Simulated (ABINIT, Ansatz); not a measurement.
# BaIBr (Pnma): G0W0 on several meshes in ABINIT, part 2 of 2

Wanted: mesh dependence and cost of G0W0 for BaIBr (Pnma).

ABINIT 10.8.3; PBEsol and many-body steps on it, plane waves. Known limits of the many-body steps: not at the basis limit; no spin-orbit coupling; coarse k mesh.

So far. Step 4 (2×2×1): The gap on the mesh goes from 3.42 eV to 4.97 eV, a correction of +1.55 eV. Step 5 (Empty states on the mesh, 1×2×1 mesh, 217 bands): On this mesh the gap is 3.423 eV.

**7. 1×2×1**

This step: G0W0 on PBEsol, plane waves, norm-conserving pseudopotentials.

Contents of run.abi:

```
acell 3*1.0 Angstrom
rprim 
  8.814460390000 0.000000000000 0.000000000000
  0.000000000000 5.124291030000 0.000000000000
  0.000000000000 0.000000000000 10.191678390000
ntypat 3
znucl 56 53 35
natom 12
typat 1 1 1 1 2 2 2 2 3 3 3 3
xred 
  0.728824540000 0.250000000000 0.375137030000
  0.271175460000 0.750000000000 0.624862970000
  0.771175460000 0.750000000000 0.875137030000
  0.228824540000 0.250000000000 0.124862970000
  0.471610560000 0.250000000000 0.831776550000
  0.528389440000 0.750000000000 0.168223450000
  0.028389440000 0.750000000000 0.331776550000
  0.971610560000 0.250000000000 0.668223450000
  0.856471900000 0.250000000000 0.066685850000
  0.143528100000 0.750000000000 0.933314150000
  0.643528100000 0.750000000000 0.566685850000
  0.356471900000 0.250000000000 0.433314150000
pp_dirpath "pseudos"
pseudos "Ba.upf, I.upf, Br.upf"
ecut 31
ngkpt 1 2 1
nshiftk 1
shiftk 0 0 0
kptopt 1
chksymbreak 0
istwfk *1
occopt 1
irdwfk 1
optdriver 4
nband 199
gwcalctyp 0
ecutsigx 31
symsigma 1
nkptgw 1
kptgw 
  0.0000000000 0.0000000000 0.0000000000
bdgw 
  47 50
ecuteps 3.6
irdscr 1
ppmodel 1
indata_prefix "in"
outdata_prefix "out"
tmpdata_prefix "tmp"
```

Run with:

```bash
$ OMP_NUM_THREADS=1 mpirun -n 8 abinit run.abi > log
```

Numbers of over 12 decimals in the logs are rounded to 6 here.

Output:

```text
.Version 10.8.3 of ABINIT. v10.8.2 released Aug 2026.

 Symmetries : space group Pn m a (# 62); Bravais oP (primitive ortho.)
[... echo of the input left out ...]
== DATASET  1 ==================================================================
-   mpi_nproc: 8, omp_nthreads: 1 (-1 if OMP is not activated)

--- !DatasetInfo
iteration_state: {dtset: 1, }
dimensions: {natom: 12, nkpt: 2, mband: 199, nsppol: 1, nspinor: 1, nspden: 1, mpw: 25584, }
cutoff_energies: {ecut:  31.0, pawecutdg:  -1.0, }
electrons: {nelect:   9.60000000E+01, charge:   0.00000000E+00, occopt:   1.00000000E+00, tsmear:   1.00000000E-02, }

 SIGMA: Calculation of the GW corrections

 Based on a program developped by R.W. Godby, V. Olevano, G. Onida, and L. Reining.
 Incorporated in ABINIT by V. Olevano, G.-M. Rignanese, and M. Torrent.
.Using double precision arithmetic ; gwpc =  8

[... cell and pseudopotentials left out ...]
--------------------------------------------------------------------------------

 ==== K-mesh for the wavefunctions ====
 Number of points in the irreducible wedge :     2
[... list of points left out ...]
 Together with  8 symmetry operations and time-reversal symmetry
 yields     2 points in the full Brillouin Zone.

 ==== Q-mesh for screening function ====
 Number of points in the irreducible wedge :     2
[... list of points left out ...]
 Together with  8 symmetry operations and time-reversal symmetry
 yields     2 points in the full Brillouin Zone.

 vcoul_init : cutoff-mode = AUXILIARY_FUNCTION
 q-points for optical limit:   1
     1)      0.000010    0.000020    0.000030
 setmesh: FFT mesh size selected  =    90x   50x  100
          total number of points  =       450000

 Number of electrons calculated from density =   96.0000; Expected =   96.0000
[...]
number of k-points in IBZ                           2
 number of q-points in IBZ                           2
 number of symmetry operations                       8
 number of k-points in BZ                            2
 number of q-points in BZ                            2
 number of frequencies for dSigma/dE                 9
 frequency step for dSigma/dE [eV]                0.25
 number of omega for Sigma on real axis              0
 max omega for Sigma on real axis  [eV]           0.00
 zcut for avoiding poles [eV]                     0.10

 EPSILON^-1 parameters (SCR file):
 dimension of the eps^-1 matrix on file            999
 dimension of the eps^-1 matrix used               999
 number of plane-waves for wavefunctions         25569
 number of bands                                   199
 number of q-points in IBZ                           2
 number of frequencies                               2
 number of real frequencies                          1
 number of imag frequencies                          1

 matrix elements of self-energy operator (all in [eV])

 Perturbative Calculation

--- !SelfEnergy_ee
iteration_state: {dtset: 1, }
kpoint     : [   0.000,    0.000,    0.000, ]
spin       : 1
KS_gap     :    3.424
QP_gap     :    4.981
Delta_QP_KS:    1.557
data: !SigmaeeData |
     Band     E0 <VxcDFT>   SigX SigC(E0)      Z dSigC/dE  Sig(E)    E-E0       E
       47   2.175 -11.882 -15.400   2.720   0.801  -0.248 -12.521  -0.640   1.535
       48   2.303 -11.705 -15.109   2.634   0.804  -0.244 -12.324  -0.619   1.684
       49   5.726  -8.186  -3.953  -3.097   0.825  -0.212  -7.248   0.938   6.665
       50   6.287  -8.024  -3.607  -3.246   0.829  -0.206  -7.053   0.971   7.258

== END DATASET(S) ==============================================================
================================================================================

 -outvars: echo values of variables after computation  --------
           etotal      0.0000000000E+00
            nband         199
             nkpt           2
          spgroup          62
 [... the other variables as echoed above ...]

 Calculation completed.
```

Elapsed: 27 s, on 8 MPI ranks of Arm Neoverse N1, shared host; peak memory 3.3 GiB; 3.6 min of CPU time.

This step gave:

| Property | Result |
| --- | --- |
| G0W0 gap on the points computed | 4.981 eV |
| starting gap on the mesh | 3.423 eV |
| k of the valence top | 0, 0, 0 |
| k of the conduction bottom | 0, 0, 0 |
| Z at the valence top | 0.804 |
| Z at the conduction bottom | 0.825 |
| least direct G0W0 gap on the computed points | 4.981 eV |

Against G0W0 in ABINIT (2×2×1 mesh, 199 bands, screening to 98 eV, Godby-Needs plasmon pole), the gap moves by +0.007 eV.

**8. The runs together**

Times are wall times on 8 MPI ranks of Arm Neoverse N1, shared host, good to a factor of about two. A run's time includes the screening step that it read.

```csv
run,mesh,bands,screening cutoff (eV),DFT gap (eV),gap on the mesh (eV),direct (eV),ε∞ used,time
2×2×1,2×2×1,199,98,3.423,4.974,4.974,4.09,7.3 min
1×2×1,1×2×1,199,98,3.423,4.981,4.981,4.27,3.8 min
```

**9. Outcome**

* 2×2×1: 4.974 eV
* 1×2×1: 4.981 eV
* known limits: not at the basis limit; no spin-orbit coupling; coarse k mesh

1×2×1: +0.007 eV against 2×2×1. Bands and cutoff are finite, so the gap is not at the basis limit. The miss can reach some tenths of an eV and take either sign; the mesh is an error of its own. In the G0W0 runs levels were corrected at 1 k point alone, so a gap called «on the mesh» is the least over those, and an edge elsewhere would be missed. The 2×2×1 mesh is coarse for this cell, which bears on the long-range parts of exchange and screening. The many-body steps are scalar-relativistic: spin-orbit coupling is not in them.

[Paths, hosts, dates, memory and timing lines, banners, echoed tables and standing remarks are left out of the program output.]

[Logs are printed without paths, hosts, clocks, repeated set-up lines and the standing remarks that a program may print on its own settings, such as how far it seeks lower states.]

[Runs of the session that timed out or met a known fault of the program may be left out.]

[Hosts, paths, dates, database ids (printed as entryN), source tags and the programs' standing remarks are cut or masked in the printed files.]

[G0W0 gaps are taken among the corrected bands and points alone; a level outside them can change the order at an edge.]

[Where Ansatz stands beside ABINIT at settings called matched, ABINIT's density can come from a denser mesh and the files from another edition; pairs whose starting gaps differed by over 0.03 eV were left out, so agreement reads better than it is.]
